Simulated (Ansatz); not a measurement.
# ScAl2Ru2: relaxing a made-up structure

Starting from a made-up structure for ScAl2Ru2, the aim is the relaxed cell, its shortest contacts and, where a second run follows, its electronic structure.

Method: DFT, PBE, plane-wave PAW, files of the set soft_1, scalar-relativistic, no spin, cell and ions relaxed at zero pressure; PAW set soft_1, in the first sound run; inputs show where later runs differ, in Ansatz 0.2.0.

## 1. The starting structure

Symmetry: P-3m1, No. 164, trigonal system. Conventional cell: a = 4.309 Å, b = 4.309 Å, c = 5.214 Å, α = 90.00°, β = 90.00°, γ = 120.00°. Nearest to Ru lie 3 Sc at 2.60 Å and 5 Al at 2.60 to 2.72 Å. Sc has 6 Ru at 2.60 Å nearest. Al has 5 Ru at 2.60 to 2.72 Å and 3 Al at 2.91 Å nearest. Farther neighbours are not listed.

Coordinates:

```cif
data_structure
_symmetry_space_group_name_H-M 'P 1'
_symmetry_Int_Tables_number 1
_cell_length_a 4.3090
_cell_length_b 4.3090
_cell_length_c 5.2140
_cell_angle_alpha 90.000
_cell_angle_beta 90.000
_cell_angle_gamma 120.000
_cell_volume 83.84
loop_
_atom_site_label
_atom_site_type_symbol
_atom_site_fract_x
_atom_site_fract_y
_atom_site_fract_z
_atom_site_occupancy
Ru1 Ru 0.66667 0.33333 0.85420 1
Ru2 Ru 0.33333 0.66667 0.14580 1
Sc3 Sc 0.00000 0.00000 0.00000 1
Al4 Al 0.66667 0.33333 0.35470 1
Al5 Al 0.33333 0.66667 0.64530 1
```

## 2. Relaxing cell and atoms

The guess takes its coordinates from another compound and its volume from a rule, so the cell and any free coordinates are relaxed together.

File input.yaml:

```yaml
crystal:
  lattice:
    - [4.309, 0.0, 0.0]
    - [-2.1545, 3.731703465, 0.0]
    - [0.0, 0.0, 5.214]
  atoms:
    - { symbol: Ru, position: [0.666666667, 0.333333333, 0.8542] }
    - { symbol: Ru, position: [0.333333333, 0.666666667, 0.1458] }
    - { symbol: Sc, position: [0.0, 0.0, 0.0] }
    - { symbol: Al, position: [0.666666667, 0.333333333, 0.3547] }
    - { symbol: Al, position: [0.333333333, 0.666666667, 0.6453] }
kpoints:
  mp_grid: { grid: [7, 7, 5] }
scf:
  occupations: { method: fermi_dirac, width: 0.05 }
hamiltonian:
  xc: pbe
  pseudopotentials: { kind: paw, azcp: { folder: soft_1 } }
relax:
  f_tol: 0.015
  max_steps: 70
  cell: {}
output:
  forces: true
  stress: true
```

On the command line:

```sh
$ ansatz run input.yaml --threads 4 --pin off --max-ram 8192MiB --backend cpu --events-out ev --progress --plain --runs-dir out
```

Numbers of over 12 decimals in the logs are rounded to 6 here.

The program printed:

```text
Engine: ansatz 0.2.0, aarch64-unknown-linux-gnu
Pseudopotentials: kind: paw
Pseudopotential: Ru, paw, valence charge 16, recommended cutoff 420 eV (normal), soft_1/Ru.paw.azcp
Pseudopotential: Sc, paw, valence charge 11, recommended cutoff 420 eV (normal), soft_1/Sc.paw.azcp
Pseudopotential: Al, paw, valence charge 3, recommended cutoff 420 eV (normal), soft_1/Al.paw.azcp
Functional definition: PBE
  parameter kappa = 0.804
  parameter beta = 0.066725
  exchange = pbe_x(kappa = kappa, mu = beta*pi^2/3)
  correlation = pbe_c(beta = beta)
Crystal: 5 atoms, lattice volume = 83.841 Å³
Basis set: ecut = 420 eV, 1607 PW (Γ), exchange–correlation on 60×60×72 points (8 copies of the dense FFT grid, shifted against one another)
Bands: 30, of which v1, the nominal top of the filled ones, is band 25 counted from 1 (24 counted from 0)
Symmetry: 12 space group operations
Space group: P-3m1 (ITA 164), of the structure as read, at distance tolerance 4.4e-5 Å
k-points: 32 of 245
Non-local potential: Ru, projectors of the file, l = 0: 3, l = 1: 2, l = 2: 2, l = 3: 1
Non-local potential: Sc, projectors of the file, l = 0: 3, l = 1: 2, l = 2: 3, l = 3: 1
Non-local potential: Al, projectors of the file, l = 0: 2, l = 1: 2, l = 2: 1
PAW form: soft (Blöchl's): semilocal exchange-correlation on the pseudo side does not see the compensation charge
PAW one-centre angular grid: Ru, 590 points (default); XC on 64 Gauss nodes
PAW one-centre angular grid: Sc, 590 points (default); XC on 64 Gauss nodes
PAW one-centre angular grid: Al, 110 points (default); XC on 64 Gauss nodes
Initial density: superposition of atomic densities (chi_scale 0.1, normalization cell, long waves kept (reshape's long-wave potential 0.00 eV rms))
Initial wavefunctions: pseudopotential atomic-orbital guess
Functional: x = pbe(κ = 0.804, μ = 0.219515), c = pbe(β = 0.066725)
SCF iter   1: F=—  HF=-14975.137349 eV  |F-HF|=—  |Δ(HF+E_count)|=         —  Δρ=1.88e-1  dr2=5.19e1  ethr=3.10e-3  ⟨swp⟩=6.3  Hψ=3742  notcnv=0
preconditioner: auto → Kerker (q_TF=auto, 2.495 Å⁻¹)  [metal: Δε(μ)=0.022 eV  Ē_g=4.141 eV  σ=0.050 eV  W_gap=0.11  n_scr=22 (ndim 8)  ℏωp=20.3 eV  f_vac=0.000  D(μ)=5.37/eV (n_scr^D=58)]
SCF iter   2: F=—  HF=-14971.062123 eV  |F-HF|=—  |Δ(HF+E_count)|=    4.08e0  Δρ=7.60e-2  dr2=8.93e0  ethr=3.10e-3  ⟨swp⟩=2.5  Hψ=2104  notcnv=0
SCF iter   3: F=—  HF=-14970.139788 eV  |F-HF|=—  |Δ(HF+E_count)|=   9.22e-1  Δρ=1.71e-2  dr2=5.60e-1  ethr=3.10e-3  ⟨swp⟩=3.0  Hψ=1869  notcnv=0
SCF iter   4: F=—  HF=-14970.041965 eV  |F-HF|=—  |Δ(HF+E_count)|=   9.78e-2  Δρ=5.55e-3  dr2=2.26e-2  ethr=1.14e-3  ⟨swp⟩=3.2  Hψ=1716  notcnv=0  defer=2
SCF iter   5: F=—  HF=-14970.038828 eV  |F-HF|=—  |Δ(HF+E_count)|=   3.14e-3  Δρ=1.56e-3  dr2=3.92e-3  ethr=4.61e-5  ⟨swp⟩=2.2  Hψ=1716  notcnv=0  defer=2
SCF iter   6: F=—  HF=-14970.038633 eV  |F-HF|=—  |Δ(HF+E_count)|=   1.95e-4  Δρ=6.41e-4  dr2=7.60e-4  ethr=8.01e-6  ⟨swp⟩=1.1  Hψ=961  notcnv=0  defer=2
SCF iter   7: F=—  HF=-14970.038627 eV  |F-HF|=—  |Δ(HF+E_count)|=   6.04e-6  Δρ=2.00e-4  dr2=7.58e-5  ethr=1.55e-6  ⟨swp⟩=2.3  Hψ=1231  notcnv=0  defer=2
SCF iter   8: F=—  HF=-14970.038622 eV  |F-HF|=—  |Δ(HF+E_count)|=   5.17e-6  Δρ=3.63e-5  dr2=1.28e-6  ethr=1.55e-7  ⟨swp⟩=2.0  Hψ=1323  notcnv=0  defer=2
SCF iter   9: F=-14970.038622 eV  HF=-14970.038622 eV  |F-HF|=1.60e-10  |Δ(HF+E_count)|=   3.39e-9  Δρ=6.31e-6  dr2=2.67e-8  ethr=2.04e-10  ⟨swp⟩=3.0  Hψ=3881  notcnv=0
SCF 1 converged in 9 iterations: F = -14970.038622 eV  dr2 = 2.67e-8
  greatest PAW one-centre occupation: 1.000 electrons in one spin orbital (limit 2), on the Ru atom at site 1 (counted from 0), in its partial waves of l = 0
relax step   1: F+E_penalty+E_count = -14970.03862192 eV  Δ(F+E_penalty+E_count) = +0.000e0 eV  max|allowed force component| = 1.132e0 eV/Å  Δτ_max = 0.0000 Å  P = +1.779 GPa  Ω = 83.841 Å³  (9 SCF iters, dr2 threshold 1.00e-7 eV, accepted)
Crystal: 5 atoms, lattice volume = 85.217 Å³
Basis set: ecut = 420 eV, 1691 PW (Γ), exchange–correlation on 60×60×72 points (8 copies of the dense FFT grid, shifted against one another)
Initial density: handed on by an earlier stage of this run
Initial wavefunctions: those handed on with the density
iter 1 solved again at ethr=2.42e-4 eV; its pass at ethr=3.10e-3 eV (dr2=1.18e-1 eV) is discarded
SCF iter   1: F=—  HF=-14970.207462 eV  |F-HF|=—  |Δ(HF+E_count)|=         —  Δρ=1.14e-2  dr2=1.20e-1  ethr=2.42e-4  ⟨swp⟩=1.0  Hψ=4878  notcnv=0
preconditioner: auto → Kerker (q_TF=auto, 2.488 Å⁻¹)  [metal: Δε(μ)=0.116 eV  Ē_g=4.601 eV  σ=0.050 eV  W_gap=0.47  n_scr=22 (ndim 8)  ℏωp=20.1 eV  f_vac=0.001  D(μ)=2.59/eV (n_scr^D=20)]
SCF iter   2: F=—  HF=-14970.189707 eV  |F-HF|=—  |Δ(HF+E_count)|=   1.78e-2  Δρ=6.24e-3  dr2=3.69e-2  ethr=2.42e-4  ⟨swp⟩=2.0  Hψ=1116  notcnv=0
SCF iter   3: F=—  HF=-14970.182016 eV  |F-HF|=—  |Δ(HF+E_count)|=   7.69e-3  Δρ=9.75e-4  dr2=1.37e-3  ethr=7.54e-5  ⟨swp⟩=2.2  Hψ=1495  notcnv=0
SCF iter   4: F=—  HF=-14970.181788 eV  |F-HF|=—  |Δ(HF+E_count)|=   2.28e-4  Δρ=2.27e-4  dr2=9.55e-5  ethr=2.80e-6  ⟨swp⟩=2.1  Hψ=1302  notcnv=0
SCF iter   5: F=—  HF=-14970.181755 eV  |F-HF|=—  |Δ(HF+E_count)|=   3.29e-5  Δρ=8.01e-5  dr2=9.29e-6  ethr=1.95e-7  ⟨swp⟩=2.0  Hψ=1288  notcnv=0
SCF iter   6: F=—  HF=-14970.181755 eV  |F-HF|=—  |Δ(HF+E_count)|=   4.82e-7  Δρ=3.06e-5  dr2=1.68e-6  ethr=1.90e-8  ⟨swp⟩=2.4  Hψ=1631  notcnv=0
SCF iter   7: F=-14970.181755 eV  HF=-14970.181755 eV  |F-HF|=2.48e-8  |Δ(HF+E_count)|=   1.00e-7  Δρ=1.11e-5  dr2=1.74e-7  ethr=1.02e-9  ⟨swp⟩=4.0  Hψ=3000  notcnv=0
SCF 2 converged in 7 iterations: F = -14970.181755 eV  dr2 = 1.74e-7
relax step   2: F+E_penalty+E_count = -14970.18175492 eV  Δ(F+E_penalty+E_count) = -1.431e-1 eV  max|allowed force component| = 2.403e-1 eV/Å  Δτ_max = 0.1003 Å  P = -1.002 GPa  Ω = 85.217 Å³  energy of the carried Pulay correction = -6.668e-4 eV  (7 SCF iters, dr2 threshold 5.00e-7 eV, accepted)
Crystal: 5 atoms, lattice volume = 84.356 Å³
iter 1 solved again at ethr=3.73e-5 eV; its pass at ethr=3.10e-3 eV (dr2=1.83e-2 eV) is discarded
SCF iter   1: F=—  HF=-14970.194821 eV  |F-HF|=—  |Δ(HF+E_count)|=         —  Δρ=3.07e-3  dr2=1.81e-2  ethr=3.73e-5  ⟨swp⟩=1.0  Hψ=4653  notcnv=0
preconditioner: auto → Kerker (q_TF=auto, 2.492 Å⁻¹)  [metal: Δε(μ)=0.030 eV  Ē_g=4.562 eV  σ=0.050 eV  W_gap=0.15  n_scr=22 (ndim 8)  ℏωp=20.2 eV  f_vac=0.000  D(μ)=2.57/eV (n_scr^D=20)]
SCF iter   2: F=—  HF=-14970.191963 eV  |F-HF|=—  |Δ(HF+E_count)|=   2.86e-3  Δρ=1.58e-3  dr2=5.24e-3  ethr=3.69e-5  ⟨swp⟩=1.0  Hψ=960  notcnv=0
SCF iter   3: F=—  HF=-14970.190888 eV  |F-HF|=—  |Δ(HF+E_count)|=   1.07e-3  Δρ=2.20e-4  dr2=3.31e-5  ethr=1.07e-5  ⟨swp⟩=2.0  Hψ=1339  notcnv=0
SCF iter   4: F=—  HF=-14970.190879 eV  |F-HF|=—  |Δ(HF+E_count)|=   9.36e-6  Δρ=6.38e-5  dr2=7.99e-6  ethr=6.76e-8  ⟨swp⟩=2.7  Hψ=1695  notcnv=0
SCF iter   5: F=—  HF=-14970.190878 eV  |F-HF|=—  |Δ(HF+E_count)|=   1.07e-6  Δρ=2.25e-5  dr2=1.08e-6  ethr=1.63e-8  ⟨swp⟩=2.2  Hψ=1239  notcnv=0
SCF iter   6: F=-14970.190878 eV  HF=-14970.190878 eV  |F-HF|=3.19e-8  |Δ(HF+E_count)|=   1.07e-7  Δρ=9.75e-6  dr2=1.37e-7  ethr=1.02e-9  ⟨swp⟩=4.0  Hψ=3060  notcnv=0
SCF 3 converged in 6 iterations: F = -14970.190878 eV  dr2 = 1.37e-7
relax step   3: F+E_penalty+E_count = -14970.19087779 eV  Δ(F+E_penalty+E_count) = -9.123e-3 eV  max|allowed force component| = 4.488e-2 eV/Å  Δτ_max = 0.0298 Å  P = +0.446 GPa  Ω = 84.356 Å³  energy of the carried Pulay correction = -2.508e-4 eV  (6 SCF iters, dr2 threshold 5.00e-7 eV, accepted)
Crystal: 5 atoms, lattice volume = 84.635 Å³
iter 1 solved again at ethr=1.53e-6 eV; its pass at ethr=3.10e-3 eV (dr2=7.49e-4 eV) is discarded
SCF iter   1: F=—  HF=-14970.191638 eV  |F-HF|=—  |Δ(HF+E_count)|=         —  Δρ=7.17e-4  dr2=8.01e-4  ethr=1.53e-6  ⟨swp⟩=2.3  Hψ=4067  notcnv=0
preconditioner: auto → Kerker (q_TF=auto, 2.491 Å⁻¹)  [metal: Δε(μ)=0.039 eV  Ē_g=4.557 eV  σ=0.050 eV  W_gap=0.19  n_scr=22 (ndim 8)  ℏωp=20.2 eV  f_vac=0.001  D(μ)=2.54/eV (n_scr^D=20)]
SCF iter   2: F=—  HF=-14970.191522 eV  |F-HF|=—  |Δ(HF+E_count)|=   1.16e-4  Δρ=3.62e-4  dr2=2.10e-4  ethr=1.53e-6  ⟨swp⟩=1.0  Hψ=960  notcnv=0
SCF iter   3: F=—  HF=-14970.191479 eV  |F-HF|=—  |Δ(HF+E_count)|=   4.26e-5  Δρ=5.35e-5  dr2=2.67e-6  ethr=4.29e-7  ⟨swp⟩=2.0  Hψ=1324  notcnv=0
iter 4 did not close the SCF: its close was put off for the readings that it lacked (scf_convergence_deferred on its scf_iter line)
SCF iter   4: F=-14970.191479 eV  HF=-14970.191479 eV  |F-HF|=9.97e-9  |Δ(HF+E_count)|=   1.62e-7  Δρ=1.60e-5  dr2=2.25e-7  ethr=5.44e-9  ⟨swp⟩=2.1  Hψ=1328  notcnv=0
iter 5 did not close the SCF: its close was put off for the readings that it lacked (scf_convergence_deferred on its scf_iter line)
SCF iter   5: F=-14970.191479 eV  HF=-14970.191479 eV  |F-HF|=3.65e-9  |Δ(HF+E_count)|=   2.72e-8  Δρ=4.56e-6  dr2=3.05e-8  ethr=4.59e-10  ⟨swp⟩=2.6  Hψ=1448  notcnv=0
SCF iter   6: F=-14970.191479 eV  HF=-14970.191479 eV  |F-HF|=1.78e-9  |Δ(HF+E_count)|=   6.54e-9  Δρ=1.79e-6  dr2=6.14e-9  ethr=6.23e-11  ⟨swp⟩=1.9  Hψ=2543  notcnv=0
SCF 4 converged in 6 iterations: F = -14970.191479 eV  dr2 = 6.14e-9
relax step   4: F+E_penalty+E_count = -14970.19147899 eV  Δ(F+E_penalty+E_count) = -6.012e-4 eV  max|allowed force component| = 1.268e-2 eV/Å  Δτ_max = 0.0071 Å  P = +0.047 GPa  Ω = 84.635 Å³  energy of the carried Pulay correction = -3.860e-4 eV  (6 SCF iters, dr2 threshold 5.00e-7 eV, accepted)
Crystal: 5 atoms, lattice volume = 84.672 Å³
iter 1 solved again at ethr=1.47e-7 eV; its pass at ethr=3.10e-3 eV (dr2=7.20e-5 eV) is discarded
SCF iter   1: F=—  HF=-14970.191513 eV  |F-HF|=—  |Δ(HF+E_count)|=         —  Δρ=2.63e-4  dr2=7.15e-5  ethr=1.47e-7  ⟨swp⟩=2.0  Hψ=4514  notcnv=0
preconditioner: auto → Kerker (q_TF=auto, 2.491 Å⁻¹)  [metal: Δε(μ)=0.039 eV  Ē_g=4.553 eV  σ=0.050 eV  W_gap=0.19  n_scr=22 (ndim 8)  ℏωp=20.2 eV  f_vac=0.000  D(μ)=2.55/eV (n_scr^D=20)]
SCF iter   2: F=—  HF=-14970.191512 eV  |F-HF|=—  |Δ(HF+E_count)|=   3.04e-7  Δρ=1.36e-4  dr2=1.68e-5  ethr=1.46e-7  ⟨swp⟩=1.1  Hψ=962  notcnv=0
SCF iter   3: F=—  HF=-14970.191505 eV  |F-HF|=—  |Δ(HF+E_count)|=   6.82e-6  Δρ=2.77e-5  dr2=8.79e-7  ethr=3.43e-8  ⟨swp⟩=2.0  Hψ=1282  notcnv=0
SCF iter   4: F=—  HF=-14970.191505 eV  |F-HF|=—  |Δ(HF+E_count)|=   1.69e-7  Δρ=6.67e-6  dr2=5.11e-8  ethr=1.79e-9  ⟨swp⟩=2.0  Hψ=1265  notcnv=0
iter 5 did not close the SCF: its close was put off for the readings that it lacked (scf_convergence_deferred on its scf_iter line)
SCF iter   5: F=-14970.191505 eV  HF=-14970.191505 eV  |F-HF|=1.87e-9  |Δ(HF+E_count)|=   5.30e-9  Δρ=2.00e-6  dr2=5.34e-9  ethr=1.04e-10  ⟨swp⟩=2.0  Hψ=1536  notcnv=0
SCF iter   6: F=-14970.191505 eV  HF=-14970.191505 eV  |F-HF|=1.64e-10  |Δ(HF+E_count)|=  2.18e-11  Δρ=6.12e-7  dr2=7.78e-10  ethr=1.09e-11  ⟨swp⟩=1.8  Hψ=2928  notcnv=0
SCF 5 converged in 6 iterations: F = -14970.191505 eV  dr2 = 7.78e-10
relax step   5: F+E_penalty+E_count = -14970.19150524 eV  Δ(F+E_penalty+E_count) = -2.624e-5 eV  max|allowed force component| = 2.147e-4 eV/Å  Δτ_max = 0.0018 Å  P = +0.000 GPa  Ω = 84.672 Å³  energy of the carried Pulay correction = -4.041e-4 eV  (6 SCF iters, dr2 threshold 1.98e-8 eV, accepted)
Initial wavefunctions: pseudopotential atomic-orbital guess (no wavefunctions were taken with the density)
iter 1 solved again at ethr=1.75e-7 eV; its pass at ethr=3.10e-3 eV (dr2=8.56e-5 eV) is discarded
SCF iter   1: F=—  HF=-14970.191926 eV  |F-HF|=—  |Δ(HF+E_count)|=         —  Δρ=1.32e-4  dr2=4.66e-7  ethr=1.75e-7  ⟨swp⟩=3.5  Hψ=6234  notcnv=0
preconditioner: auto → Kerker (q_TF=auto, 2.491 Å⁻¹)  [metal: Δε(μ)=0.038 eV  Ē_g=4.551 eV  σ=0.050 eV  W_gap=0.19  n_scr=22 (ndim 8)  ℏωp=20.2 eV  f_vac=0.001  D(μ)=2.55/eV (n_scr^D=20)]
SCF iter   2: F=—  HF=-14970.191976 eV  |F-HF|=—  |Δ(HF+E_count)|=   5.02e-5  Δρ=6.70e-5  dr2=1.12e-7  ethr=9.52e-10  ⟨swp⟩=2.0  Hψ=1446  notcnv=0
SCF iter   3: F=—  HF=-14970.191991 eV  |F-HF|=—  |Δ(HF+E_count)|=   1.45e-5  Δρ=2.60e-6  dr2=5.96e-10  ethr=2.28e-10  ⟨swp⟩=2.0  Hψ=1342  notcnv=0
SCF iter   4: F=—  HF=-14970.191991 eV  |F-HF|=—  |Δ(HF+E_count)|=   1.73e-8  Δρ=4.50e-7  dr2=1.20e-10  ethr=1.22e-12  ⟨swp⟩=2.1  Hψ=1618  notcnv=0
iter 5 did not close the SCF: its close was put off for the readings that it lacked (scf_convergence_deferred on its scf_iter line)
SCF iter   5: F=-14970.191991 eV  HF=-14970.191991 eV  |F-HF|=0.00e0  |Δ(HF+E_count)|=  4.91e-11  Δρ=9.21e-8  dr2=1.42e-11  ethr=1.00e-12  ⟨swp⟩=1.0  Hψ=960  notcnv=0
SCF iter   6: F=-14970.191991 eV  HF=-14970.191991 eV  |F-HF|=3.64e-12  |Δ(HF+E_count)|=  7.28e-12  Δρ=3.96e-8  dr2=2.79e-12  ethr=1.00e-12  ⟨swp⟩=2.8  Hψ=2944  notcnv=0
SCF 6 converged in 6 iterations: F = -14970.191991 eV  dr2 = 2.79e-12
relax step   6: F+E_penalty+E_count = -14970.19199052 eV  Δ(F+E_penalty+E_count) = -4.853e-4 eV  max|allowed force component| = 1.859e-4 eV/Å  Δτ_max = 0.0000 Å  P = -0.000 GPa  Ω = 84.672 Å³  stress off target by 2.14e-2 GPa  SCF on the basis re-selected at this cell (its energy is not comparable with the rows above)  (6 SCF iters)
basis re-selected at this cell: Δ(F+E_penalty+E_count) = -4.853e-4 eV, ΔP = -0.000 GPa vs the last step (what re-selecting the basis moved, of the pressure what is left beyond the Pulay correction that the steps carried, after the strain that the cell walked since its last selection, with what the two solves' SCF thresholds leave and, on support functions, any second-order correction that the steps lacked; it is no m [...]
SCF converged after 6 iterations
Free energy (F): -14970.191991 eV
Harris-Foulkes:  -14970.191991 eV  (|F-HF|=3.64e-12)
Internal energy: -14970.170640 eV  (E = F + TS)
E sigma→0 (E₀):  -14970.181315 eV
Entropy (-TS):   -0.021351 eV (-4.270 meV/atom)
Fermi energy:    12.445862 eV
--- Per-component energies (eV) ---
  E_band       = -502.585655
  E_kinetic    = 1180.471600
  E_local      = -5420.367669  (includes V_loc(G=0)·N_el)
  E_nonlocal   = 997.098281
  E_hartree    = 2046.807087
  E_xc         = -501.963921
  E_vxc        = -594.729969  (∫ρ·V_xc dr)
  E_paw        = -8936.808028  (= ΣΔE_a)
  E_vpaw       = -758.673452  (= ΣTr[D̂ρ^β])
  E_aug_tail   = 0.001362  (compensation charges beyond the density's cutoff)
  E_ewald      = -4335.409351
  E_smearing   = -0.021351  (= −TS)
  E_closure    = 0.000000  (closes the sum)
  Σ components = -14970.191991   (vs F -14970.191991, Δ=0.00e0)
--- Forces (eV/Å), atoms counted from 1 ---
  atom   1  Ru    -0.00000000     0.00000000     0.00018594
  atom   2  Ru     0.00000000    -0.00000000    -0.00018594
  atom   3  Sc    -0.00000000    -0.00000000     0.00000000
  atom   4  Al     0.00000000     0.00000000     0.00011894
  atom   5  Al     0.00000000    -0.00000000    -0.00011894
  max |Σ_I F_I| component: 2.31e-17 eV/Å
--- Stress (GPa, compression-positive) ---
        0.010377      -0.000000      -0.000000
       -0.000000       0.010377       0.000000
       -0.000000       0.000000      -0.021396
  P = ⅓ Tr σ = -0.0002 GPa (-0.002 kbar)
--- Relaxed structure (5 steps of the walk, 5 accepted, 1 SCFs on fresh bases) ---
  F+E_penalty+E_count = -14970.19199052 eV   max|allowed force component| = 1.859e-4 eV/Å   (the final SCF, on the basis selected at the relaxed cell)
  cell:  # Å, volume = 84.6720 Å³
    - [4.377755, 0, -2.6795086797104128e-18]
    - [-2.188878, 3.791247, 1.3397543398552197e-18]
    - [-3.2422739048123177e-18, 0, 5.101601]
  atoms:
    - { symbol: Ru, position: [0.666667, 0.333333, 0.832331] }
    - { symbol: Ru, position: [0.333333, 0.666667, 0.167669] }
    - { symbol: Sc, position: [0, 0, -2.5784631643306967e-19] }
    - { symbol: Al, position: [0.666667, 0.333333, 0.343429] }
    - { symbol: Al, position: [0.333333, 0.666667, 0.656571] }
```

The job ended after 13 s (4 threads of Arm Neoverse N1, shared host; peak memory 0.52 GiB).

The steps of the relaxation:

```csv
step,energy less that of the first step (eV),largest force component (eV/Å),pressure (GPa),volume (Å³)
1,0.0000,1.1317,1.78,83.84
2,-0.1431,0.2403,-1.00,85.22
3,-0.1523,0.0449,0.45,84.36
4,-0.1529,0.0127,0.05,84.63
5,-0.1529,0.0002,0.00,84.67
6*,-0.1534,0.0002,0.00,84.67
```

Relaxation steps marked * repeat the geometry before them on a plane-wave basis chosen anew for their cell, so energy and pressure can jump there.

Forces are held to the 12 operations that the run works with; a distortion that breaks them can't arise in this run.

```csv
"conventional cell, symmetrised",before,after,change
a (Å),4.309,4.378,+1.6 %
b (Å),4.309,4.378,+1.6 %
c (Å),5.214,5.102,-2.2 %
volume (Å³/atom),16.77,16.93,+1.0 %
```

The atoms that moved most (Å, as changes of fractional coordinates times the final cell):

```csv
atom,dx,dy,dz,length
Ru2,0.000,0.000,0.112,0.112
Ru1,0.000,0.000,-0.112,0.112
Al4,0.000,0.000,-0.058,0.058
Al5,0.000,0.000,0.058,0.058
```

Numbers from this step:

```yaml
free_energy: -14970.1920 eV
energy_at_zero_smearing: -14970.1813 eV
smearing_term_ts: 0.02135 eV
fermi_energy: 12.45 eV
electrons: 49
symmetry_operations: 12
pressure: -2.14e-4 GPa
```

Shortest distances by pair of elements, guess and relaxed (not always the same contact):

```csv
pair,guess (Å),relaxed (Å)
Al–Ru,2.604,2.494
Ru–Sc,2.601,2.668
Al–Al,2.913,2.990
Ru–Ru,2.916,3.052
Al–Sc,3.100,3.075
```

The relaxation ends with a largest force component of 1.9e-4 eV/Å and a pressure of 0.00 GPa.

(Part 1 of 2 ends here.)

[Logs are printed without paths, hosts, clocks, repeated set-up lines and the standing remarks that a program may print on its own settings, such as how far it seeks lower states.]

[Hosts, paths, dates, database ids (printed as entryN), source tags and the programs' standing remarks are cut or masked in the printed files.]
